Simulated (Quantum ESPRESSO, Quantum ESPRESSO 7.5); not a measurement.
**1T-SnSe2, 3 layers, AA stacking: a series in the field along the normal**

Wanted: a table for 1T-SnSe2, 3 layers, AA stacking against the field along the normal, and what can be fitted to it.

Program: Quantum ESPRESSO 7.5. Level of theory: plane-wave DFT, PBE, GBRV ultrasoft pseudopotentials (geometry by pw.x at PBE-D3(BJ), GBRV ultrasoft). Results are calculated unless marked as measured.

**1. Set-up**

The cell holds 9 atoms: 6 Se and 3 Sn. Its edges and angles: a = 3.870 Å, b = 3.870 Å, c = 29.731 Å, α = 90.0°, β = 90.0°, γ = 120.0°. It derives from SnSe2. Vacuum lies along c.

Set-up: Cell and atoms are relaxed without a field with a D3(BJ) correction and then held. Sawtooth field with dipole correction, 17 Å of vacuum in the starting cell, Fermi-Dirac smearing of 0.002 Ry; bands along a path at each field.

Members -0.05, 0.1, -0.1, 0.2, -0.2, 0.3 and -0.3 took the same steps and show in the table alone.

**2. Variable-cell relaxation of the reference**

What the set-up leaves free in this member is relaxed.

Input file ref.relax.in:

```
&control
  prefix = 'ref.relax'
  outdir = './out'
  pseudo_dir = './pseudo'
  nstep = 80
  forc_conv_thr = 0.0004
  calculation = 'vc-relax'
  etot_conv_thr = 1e-06
/
&system
  ibrav = 0
  nat = 9
  ntyp = 2
  ecutwfc = 50
  ecutrho = 250
  vdw_corr = 'grimme-d3'
  dftd3_version = 4
  occupations = 'smearing'
  smearing = 'fd'
  degauss = 0.004
/
&electrons
  conv_thr = 1e-09
  mixing_beta = 0.4
  electron_maxstep = 120
  mixing_mode = 'plain'
/
&ions
/
&cell
  cell_dofree = '2Dxy'
  press_conv_thr = 0.3
/
ATOMIC_SPECIES
  Se  78.9710  se_pbe_v1.uspp.F.UPF
  Sn  118.7100  sn_pbe_v1.4.uspp.F.UPF
CELL_PARAMETERS angstrom
  3.87000000000000 0.00000000000000 0.00000000000000
  -1.93500000000000 3.35151831264578 0.00000000000000
  0.00000000000000 0.00000000000000 29.73146712855717
ATOMIC_POSITIONS crystal
  Se  0.666666666700 0.333333333300 0.285892383421
  Sn  0.000000000000 0.000000000000 0.321384897695
  Se  0.333333333300 0.666666666700 0.356877411968
  Se  0.666666666700 0.333333333300 0.464507485727
  Sn  0.000000000000 0.000000000000 0.500000000000
  Se  0.333333333300 0.666666666700 0.535492514273
  Se  0.666666666700 0.333333333300 0.643122588032
  Sn  0.000000000000 0.000000000000 0.678615102305
  Se  0.333333333300 0.666666666700 0.714107616579
K_POINTS automatic
  12 12 1 0 0 0
```

Run with:

```console
$ OMP_NUM_THREADS=1 mpirun -n 4 pw.x -nk 4 -in ref.relax.in > ref.relax.out
```

Log:

```text
Program PWSCF v.7.5 starts
[citation notice left out]

     Parallel version (MPI & OpenMP), running on       4 processor cores
     Number of MPI processes:                 4
     Threads/MPI process:                     1

     MPI processes distributed on     1 nodes
[...]
Current dimensions of program PWSCF are:
     Max number of different atomic species (ntypx) = 10
     Max number of k-points (npk) =  40000
     Max angular momentum in pseudopotentials (lmaxx) =  4
     Message from routine setup:
     using ibrav=0 with symmetry is DISCOURAGED, use correct ibrav instead

     K-points division:     npool     =       4
     Subspace diagonalization in iterative solution of the eigenvalue problem:
     a serial algorithm will be used

     G-vector sticks info
     --------------------
     sticks:   dense  smooth     PW     G-vecs:    dense   smooth      PW
     Sum         925     745    211               173935   124645   19583

     Using Slab Decomposition

     bravais-lattice index     =            0
     lattice parameter (alat)  =       7.3132  a.u.
     unit-cell volume          =    2602.3488 (a.u.)^3
     number of atoms/cell      =            9
     number of atomic types    =            2
     number of electrons       =        78.00
     number of Kohn-Sham states=           47
     kinetic-energy cutoff     =      50.0000  Ry
     charge density cutoff     =     250.0000  Ry
     scf convergence threshold =      1.0E-09
     mixing beta               =       0.4000
     number of iterations used =            8  plain     mixing
     energy convergence thresh.=      1.0E-06
     force convergence thresh. =      4.0E-04
     press convergence thresh. =      3.0E-01
     Exchange-correlation=  SLA  PW   PBX  PBC
                           (   1   4   3   4   0   0   0)
     nstep                     =           80

     celldm(1)=   7.313240  celldm(2)=   0.000000  celldm(3)=   0.000000
     celldm(4)=   0.000000  celldm(5)=   0.000000  celldm(6)=   0.000000

     crystal axes: (cart. coord. in units of alat)
               a(1) = (   1.000000   0.000000   0.000000 )
               a(2) = (  -0.500000   0.866025   0.000000 )
               a(3) = (   0.000000   0.000000   7.682550 )

     reciprocal axes: (cart. coord. in units 2 pi/alat)
               b(1) = (  1.000000  0.577350 -0.000000 )
               b(2) = (  0.000000  1.154701  0.000000 )
               b(3) = (  0.000000 -0.000000  0.130165 )

     PseudoPot. # 1 for Se read from file:
     ./pseudo/se_pbe_v1.uspp.F.UPF
     Pseudo is Ultrasoft + core correction, Zval =  6.0
     Generated by new atomic code, or converted to UPF format
     Using radial grid of  877 points,  6 beta functions with:
                l(1) =   0
                l(2) =   0
                l(3) =   1
                l(4) =   1
                l(5) =   2
                l(6) =   2
     Q(r) pseudized with  8 coefficients,  rinner =    1.300   1.300   1.300
                                                       1.300   1.300

     PseudoPot. # 2 for Sn read from file:
     ./pseudo/sn_pbe_v1.4.uspp.F.UPF
     Pseudo is Ultrasoft + core correction, Zval = 14.0
     Generated by new atomic code, or converted to UPF format
     Using radial grid of  891 points,  6 beta functions with:
                l(1) =   0
                l(2) =   0
                l(3) =   1
                l(4) =   1
                l(5) =   2
                l(6) =   2
     Q(r) pseudized with  8 coefficients,  rinner =    1.350   1.350   1.350
                                                       1.350   1.350

     atomic species   valence    mass     pseudopotential
     Se                6.00    78.97100     Se( 1.00)
     Sn               14.00   118.71000     Sn( 1.00)

     12 Sym. Ops., with inversion, found

   Cartesian axes

     site n.     atom                  positions (alat units)
         1        Se     tau(   1) = (   0.5000000   0.2886751   2.1963824  )
         2        Sn     tau(   2) = (   0.0000000   0.0000000   2.4690554  )
         3        Se     tau(   3) = (  -0.0000000   0.5773503   2.7417284  )
         4        Se     tau(   4) = (   0.5000000   0.2886751   3.5686018  )
         5        Sn     tau(   5) = (   0.0000000   0.0000000   3.8412748  )
         6        Se     tau(   6) = (  -0.0000000   0.5773503   4.1139478  )
         7        Se     tau(   7) = (   0.5000000   0.2886751   4.9408212  )
         8        Sn     tau(   8) = (   0.0000000   0.0000000   5.2134942  )
         9        Se     tau(   9) = (  -0.0000000   0.5773503   5.4861672  )

     --------------------------------------------
     DFT-D3 Dispersion Correction (3-body terms):
     --------------------------------------------
       Reference C6 values for interpolation:

         atom   Coordination number   C6
         Se         0.000           427.35
         Se         0.990           427.57
         Se         1.981           421.05
         Sn         0.000          1255.14
         Sn         0.951          1084.09
         Sn         1.950          1010.83
         Sn         2.926           818.29
         Sn         3.912           672.20

       Values used:

         atom   Coordination number  R0_AB[au]  C6      C8
         Se         4.096            3.332    421.05  29958.36
         Sn         6.647            3.957    672.20  84369.06
         Se         4.167            3.332    421.05  29958.36
         Se         4.170            3.332    421.05  29958.36
         Sn         6.668            3.957    672.20  84369.06
         Se         4.170            3.332    421.05  29958.36
         Se         4.167            3.332    421.05  29958.36
         Sn         6.647            3.957    672.20  84369.06
         Se         4.096            3.332    421.05  29958.36

         Molecular C6 ( Ry / a.u.^6 ) =     40337.24

     number of k points=    19  Fermi-Dirac smearing, width (Ry)=  0.0040
                       cart. coord. in units 2pi/alat
        k(    1) = (   0.0000000   0.0000000   0.0000000), wk =   0.0138889
        k(    2) = (   0.0000000   0.0962250   0.0000000), wk =   0.0833333
        k(    3) = (   0.0000000   0.1924501   0.0000000), wk =   0.0833333
        k(    4) = (   0.0000000   0.2886751   0.0000000), wk =   0.0833333
        k(    5) = (   0.0000000   0.3849002   0.0000000), wk =   0.0833333
        k(    6) = (   0.0000000   0.4811252   0.0000000), wk =   0.0833333
        k(    7) = (   0.0000000  -0.5773503   0.0000000), wk =   0.0416667
[...]
one-electron contribution =   -3450.88758982 Ry
     hartree contribution      =    1753.71196217 Ry
     xc contribution           =    -307.51693048 Ry
     ewald contribution        =    1265.24532003 Ry
     DFT-D3 Dispersion         =      -0.20143128 Ry

     convergence has been achieved in  11 iterations

     negative rho (up, down):  4.836E-04 0.000E+00

     Forces acting on atoms (cartesian axes, Ry/au):

     atom    1 type  1   force =    -0.00000000   -0.00000000   -0.05685954
     atom    2 type  2   force =    -0.00000000    0.00000000    0.00029311
     atom    3 type  1   force =    -0.00000000   -0.00000000    0.06051971
     atom    4 type  1   force =    -0.00000000   -0.00000000   -0.06091331
     atom    5 type  2   force =    -0.00000000    0.00000000    0.00000000
     atom    6 type  1   force =     0.00000000    0.00000000    0.06091331
     atom    7 type  1   force =    -0.00000000   -0.00000000   -0.06051971
     atom    8 type  2   force =    -0.00000000   -0.00000000   -0.00029311
     atom    9 type  1   force =     0.00000000   -0.00000000    0.05685954

     Total force =     0.145645     Total SCF correction =     0.000032

     Computing stress (Cartesian axis) and pressure

     negative rho (up, down):  4.836E-04 0.000E+00
          total   stress  (Ry/bohr**3)                   (kbar)     P=       12.00
  -0.00000055   0.00000000   0.00000000           -0.08        0.00        0.00
   0.00000000  -0.00000055   0.00000000            0.00       -0.08        0.00
  -0.00000000  -0.00000000   0.00024585           -0.00       -0.00       36.17

     Energy error            =      1.7E-01 Ry
     Gradient error          =      6.1E-02 Ry/Bohr
     Cell gradient error     =      8.1E-02 kbar

     number of scf cycles    =   3
     number of bfgs steps    =   2

     enthalpy           old  =    -739.4770645024 Ry
     enthalpy           new  =    -739.6491635923 Ry

     CASE: enthalpy          _new < enthalpy          _old

     new trust radius        =       0.1856604930 bohr
     new conv_thr            =       0.0000000010 Ry

     new unit-cell volume =   2959.30841 a.u.^3 (   438.52426 Ang^3 )
     density =      3.14276 g/cm^3

CELL_PARAMETERS (angstrom)
   4.126894125   0.000000000   0.000000000
  -2.063447063   3.573995151   0.000000000
   0.000000000   0.000000000  29.731467129

ATOMIC_POSITIONS (crystal)
Se               0.6666666667        0.3333333333        0.2744957302
Sn               0.0000000000        0.0000000000        0.3214173883
Se               0.3333333333        0.6666666667        0.3684887944
Se               0.6666666667        0.3333333333        0.4529147723
Sn               0.0000000000        0.0000000000        0.5000000000
Se               0.3333333333        0.6666666667        0.5470852277
Se               0.6666666667        0.3333333333        0.6315112056
Sn              -0.0000000000       -0.0000000000        0.6785826117
Se               0.3333333333        0.6666666667        0.7255042698

[...]
NEW-OLD atomic charge density approx. for the potential
     New effective cutoffs (rho, wfc):  249.50   49.95

     negative rho (up, down):  7.865E-04 0.000E+00

     total cpu time spent up to now is      398.4 secs

     per-process dynamical memory:   218.4 Mb

[...]
!    total energy              =    -739.69235814 Ry
[...]
Total force =     0.068362     Total SCF correction =     0.000042
[...]
number of bfgs steps    =   3
[...]
new trust radius        =       0.1222187452 bohr
[...]
!    total energy              =    -739.70692776 Ry
[...]
Total force =     0.027599     Total SCF correction =     0.000044
[...]
number of bfgs steps    =   4
[...]
new trust radius        =       0.1131656442 bohr
[...]
!    total energy              =    -739.77127524 Ry
[...]
Total force =     0.009969     Total SCF correction =     0.000024
[...]
number of bfgs steps    =  22
[...]
new trust radius        =       0.0431468308 bohr
[...]
Self-consistent Calculation

     iteration #  1     ecut=    50.00 Ry     beta= 0.40
     Davidson diagonalization with overlap
     c_bands:  1 eigenvalues not converged
     ethr =  1.00E-06,  avg # of iterations = 15.7

     negative rho (up, down):  2.723E-04 0.000E+00

     total cpu time spent up to now is     2885.5 secs

     total energy              =    -739.76477096 Ry
     estimated scf accuracy    <       0.01261024 Ry

[...]
iteration # 11     ecut=    50.00 Ry     beta= 0.40
[...]
negative rho (up, down):  2.748E-04 0.000E+00

[...]
End of self-consistent calculation

          k = 0.0000 0.0000 0.0000 ( 15553 PWs)   bands (ev):

   -19.3812 -19.3812 -19.3812 -19.3812 -19.3805 -19.3805 -19.3430 -19.3427
   -19.3424 -19.3322 -19.3322 -19.3322 -19.3322 -19.3320 -19.3320 -11.8878
   -11.7805 -11.6928 -10.6506 -10.4581 -10.3117  -4.3326  -3.9573  -3.5750
    -0.1567   0.5541   1.2499   1.2499   1.3164   1.3164   1.3671   1.3671
     1.3706   1.6195   1.6195   1.7209   1.7209   1.7806   1.7806   3.0491
     3.6532   4.2225   4.9213   5.0066   5.0441   6.2918   6.2922

          k =-0.0000 0.0976 0.0000 ( 15531 PWs)   bands (ev):

   -19.3837 -19.3836 -19.3830 -19.3784 -19.3783 -19.3777 -19.3411 -19.3406
   -19.3405 -19.3342 -19.3341 -19.3339 -19.3322 -19.3321 -19.3320 -11.8204
   -11.7136 -11.6265 -10.5997 -10.4102 -10.2669  -4.3126  -3.9643  -3.6205
    -0.1572   0.3368   0.6583   0.6813   0.9220   1.0045   1.0866   1.1479
     1.1737   1.3335   1.3946   1.6531   1.6654   1.7806   1.8529   3.5941
     3.9493   4.2764   5.3419   5.4093   5.4615   6.2688   6.3440

          k =-0.0000 0.1953 0.0000 ( 15508 PWs)   bands (ev):

   -19.3912 -19.3911 -19.3906 -19.3710 -19.3710 -19.3704 -19.3402 -19.3402
   -19.3401 -19.3345 -19.3342 -19.3341 -19.3317 -19.3317 -19.3314 -11.6229
   -11.5179 -11.4328 -10.4570 -10.2775 -10.1443  -4.2866  -4.0227  -3.7882
    -0.6802  -0.5366  -0.2310   0.1033   0.2430   0.5441   0.5650   0.6082
     0.6594   0.7328   1.1170   1.6239   1.6810   1.7724   1.8769   3.8471
     4.0419   4.2362   5.5731   5.8018   6.0915   6.6657   6.8140

          k =-0.0000 0.2929 0.0000 ( 15510 PWs)   bands (ev):

   -19.4028 -19.4028 -19.4025 -19.3630 -19.3629 -19.3626 -19.3465 -19.3464
   -19.3462 -19.3294 -19.3293 -19.3288 -19.3264 -19.3261 -19.3260 -11.3115
   -11.2104 -11.1300 -10.2551 -10.0949  -9.9809  -4.3791  -4.2331  -4.1213
    -1.6586  -1.4128  -1.1403  -0.4673  -0.3316   0.0320   0.1276   0.2282
     0.3077   0.4755   1.1015   1.4933   1.5938   1.6727   1.8086   3.3064
     3.6310   3.9071   5.7480   5.9857   6.3361   7.0869   7.1074

          k =-0.0000 0.3905 0.0000 ( 15522 PWs)   bands (ev):

   -19.4155 -19.4153 -19.4152 -19.3580 -19.3579 -19.3577 -19.3521 -19.3519
   -19.3516 -19.3241 -19.3240 -19.3232 -19.3180 -19.3177 -19.3177 -10.9227
   -10.8296 -10.7585 -10.0534  -9.9246  -9.8413  -4.7373  -4.6355  -4.5578
    -2.3267  -2.0921  -1.8575  -0.9740  -0.6675  -0.2262  -0.1960  -0.1230
    -0.0410   0.6657   1.0194   1.3484   1.3897   1.5491   1.7073   2.8319
     3.1450   3.3635   5.8189   5.9632   6.2166   6.9791   7.1782

          k =-0.0000 0.4882 0.0000 ( 15556 PWs)   bands (ev):

   -19.4253 -19.4250 -19.4247 -19.3562 -19.3561 -19.3560 -19.3560 -19.3558
   -19.3553 -19.3183 -19.3182 -19.3172 -19.3119 -19.3116 -19.3114 -10.5336
   -10.4540 -10.3990  -9.9338  -9.8458  -9.8011  -5.1385  -5.0517  -4.9874
    -2.7461  -2.5229  -2.3118  -1.1044  -0.7037  -0.4528  -0.3487  -0.2659
    -0.2489   0.7078   0.9121   1.1794   1.2426   1.4552   1.6262   2.5604
     2.7538   3.0341   5.7163   5.8983   6.0570   6.7143   7.1679

[...]
3.351
[key lines of the parts left out:]
total energy              =    -739.77139610 Ry
the Fermi energy is     2.2307 ev
convergence has been achieved in  10 iterations
```

The job ended after 58 min (4 MPI ranks of Arm Neoverse V2, shared host; peak memory 1.5 GiB; 3.8 h of CPU time).

The steps of the relaxation (22 of 28):

```
step  energy less that of the first step (eV)  largest force (eV/Å)  volume (Å³)
   1                                   0.0000                5.2127       385.63
   2                                  -4.4083                3.1714       409.30
   4                                  -7.3375                0.7554       438.52
   5                                  -7.5357                0.3290       438.07
   6                                  -7.7078                0.0699       431.40
   7                                  -7.9168                0.3865       415.49
   9                                  -8.1279                0.2263       390.23
  10                                  -8.1345                0.2221       391.24
  11                                  -8.1387                0.1990       391.66
  13                                  -8.1506                0.2261       391.54
  14                                  -8.1599                0.2794       391.09
  15                                  -8.1730                0.3322       390.34
  16                                  -8.1908                0.3815       389.14
  18                                  -8.2444                0.4930       384.65
  19                                  -8.2823                0.5840       380.85
  20                                  -8.3241                0.5640       377.43
  22                                  -8.4048                0.2117       373.67
  23                                  -8.4112                0.1408       374.26
  24                                  -8.4129                0.0584       374.58
  25                                  -8.4131                0.0114       374.57
  27                                  -8.4131                0.0006       374.48
  28                                  -8.3793                0.0006       374.48
```

```
cell as run  before  after  change
      a (Å)   3.870  3.814  -1.5 %
      b (Å)   3.870  3.814  -1.5 %
```

The atoms that moved most (Å, along periodic axes as changes of fractional coordinates times the final cell, across vacuum about the mean position):

```
atom     dx     dy      dz  length
 Se9  0.000  0.000   1.318   1.318
 Se1  0.000  0.000  -1.318   1.318
 Sn8  0.000  0.000   0.769   0.769
 Sn2  0.000  0.000  -0.769   0.769
 Se6  0.000  0.000   0.549   0.549
 Se4  0.000  0.000  -0.549   0.549
 Se7  0.000  0.000   0.219   0.219
 Se3  0.000  0.000  -0.219   0.219
```

 The last row is no step: it is a fresh SCF in the final cell with a new plane-wave basis, +34 meV from the row before, a sign that the cell is biased by the basis (Pulay stress).

This step gave:

| Item | Value |
| --- | --- |
| free energy | -10065.0690 eV |
| energy at zero smearing | -10065.0688 eV |
| Fermi energy | 2.220 eV |

(Part 1 of 4 ends here.)

[Logs are printed without paths, hosts, clocks, repeated set-up lines and the standing remarks that a program may print on its own settings, such as how far it seeks lower states.]

[Hosts, paths, dates, database ids (printed as entryN), source tags and the programs' standing remarks are cut or masked in the printed files.]

[Maps of the electrostatic potential energy from Ansatz leave out the sawtooth potential of an applied field or a dipole correction, so their vacuum need not be flat; planar profiles and work functions include it.]
